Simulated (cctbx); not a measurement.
**Accept or mend?**

Cell a = 4.6080 Å, b = 4.6080 Å, c = 15.5800 Å, α = 90.00°, β = 90.00°, γ = 90.00°; space group P4mm (no. 99).

The data are simulated with cctbx, not measured: synchrotron X-rays, λ = 0.7749 Å, to d = 0.65 Å, 95 % of the full sphere, strongest reflection 70000 counts, noise from counting, a 6 % proportional error and a noise floor of 8 counts (s.d.); no absorption, and some extinction, which the refinements don't model.

An anisotropic refinement with weights 1/σ² prints:

```text
Rint 0.047, 857 unique reflections to 0.65 A
cycle     R1     wR2    GooF  max shift (A)
   1  0.3243  0.6421  18.859   0.04841
   3  0.1367  0.3383   9.936   0.00000
final R1 0.1367 wR2 0.3383 GooF 9.936  parameters 36  data/parameter 23.8
atom        x        y        z      Ueq    occ   su(xyz)  su(Uiso or U11)
Ba1    0.50000  0.50000  0.49000  -0.0027  1.000  0.00019  0.0006  NPD
Ba2    0.50000  0.50000  0.21713   0.0107  1.000  0.00022  0.0012
Yb1    0.50000  0.50000  0.75991   0.0199  1.000  0.00018  0.0013
Zn1    0.00000  0.00000  0.04355   0.0131  1.000  0.00052  0.0019
Zn2    0.00000  0.00000  0.36506   0.0163  1.000  0.00055  0.0026
Zn3    0.00000  0.00000  0.62797   0.0118  1.000  0.00072  0.0021
S1     0.00000  0.00000  0.77871   0.0115  1.000  0.00125  0.0035
S2     0.50000  0.00000  0.05761   0.0168  1.000  0.00096  0.0050
S3     0.00000  0.50000  0.36113   0.0184  1.000  0.00106  0.0051
S4     0.00000  0.50000  0.60011   0.0161  1.000  0.00101  0.0044
Li1    0.50000  0.50000  0.01299   0.0123  1.000  0.00795  0.0084  NPD
difference map: max 55.63 min -11.64 rms 1.76
Q1    0.5000  0.5000  0.4898    1   55.63  0.00 A from Ba1
Q2    0.5000  0.5000  0.7624    1   25.88  0.04 A from Yb1
Q3    0.0000  0.0000  0.6318    1   20.68  0.06 A from Zn3
Q4    0.5000  0.5000  0.2175    1   17.23  0.01 A from Ba2
Q5    0.0000  0.0000  0.0321    1   15.02  0.18 A from Zn1
Q6    0.0000  0.0000  0.3556    1   14.83  0.15 A from Zn2
```

Q: Accept it or mend it, and why?

Mend it. The fault: elements exchanged: Yb1 is Ba and Ba1 is Yb. Against the right model at the same level, R1 goes from 0.0147 to 0.1367 and GooF from 0.95 to 9.94, U of Ba1 shrinks from 0.0111 to -0.0027 Å², U of S1 shrinks from 0.0233 to 0.0115 Å², U of Yb1 swells from 0.0139 to 0.0199 Å², U of Ba2 shrinks from 0.0147 to 0.0107 Å², the top difference peak, 55.6 e/Å³, lies on Ba1 and Ba1 and Li1 go non-positive-definite. Yb1 has 14 electrons too many and its U swells to shed them, as expected; Ba1 has 14 electrons too few and its U shrinks to make up, as expected.

The compound is Ba2LiYbZn3S7. The right model at the same level gives:

```text
Rint 0.047, 857 unique reflections to 0.65 A
cycle     R1     wR2    GooF  max shift (A)
   1  0.0148  0.0327   0.961   0.00065
   2  0.0147  0.0325   0.954   0.00040
final R1 0.0147 wR2 0.0325 GooF 0.954  parameters 36  data/parameter 23.8
atom        x        y        z      Ueq    occ   su(xyz)  su(Uiso or U11)
Yb1    0.50000  0.50000  0.48928   0.0111  1.000  0.00001  0.0001
Ba1    0.50000  0.50000  0.21767   0.0147  1.000  0.00002  0.0001
Ba2    0.50000  0.50000  0.76046   0.0139  1.000  0.00002  0.0001
Zn1    0.00000  0.00000  0.04140   0.0154  1.000  0.00005  0.0001
Zn2    0.00000  0.00000  0.36337   0.0174  1.000  0.00005  0.0002
Zn3    0.00000  0.00000  0.62855   0.0179  1.000  0.00007  0.0002
S1     0.00000  0.00000  0.78227   0.0233  1.000  0.00013  0.0004
S2     0.50000  0.00000  0.05834   0.0191  1.000  0.00010  0.0004
S3     0.00000  0.50000  0.36164   0.0218  1.000  0.00009  0.0005
S4     0.00000  0.50000  0.59845   0.0189  1.000  0.00009  0.0004
Li1    0.50000  0.50000  0.01131   0.0336  1.000  0.00119  0.0037
Flack x: 0.000(5)
Hooft y: -0.007(7)  Bijvoet pairs: 414
difference map: max 0.44 min -0.99 rms 0.14
Q1    0.0000  0.0000  0.9899    1    0.44  0.80 A from Zn1
Q2    0.4026  0.4026  0.1082    4    0.42  1.64 A from Li1
Q3    0.0000  0.1312  0.1350    4    0.41  1.58 A from Zn1
Q4    0.3463  0.5000  0.7204    4    0.39  0.94 A from Ba2
Q5    0.1264  0.5000  0.7225    4    0.33  1.82 A from Ba2
Q6    0.3970  0.3970  0.3650    4    0.33  1.89 A from S3
```

The model is made up (kin elements in a known structure type, no relaxation), so it says nothing on whether the phase exists.

[Middle refinement cycles are left out of these outputs.]

[Logs are printed without paths, hosts, clocks, repeated set-up lines and the standing remarks that a program may print on its own settings, such as how far it seeks lower states.]
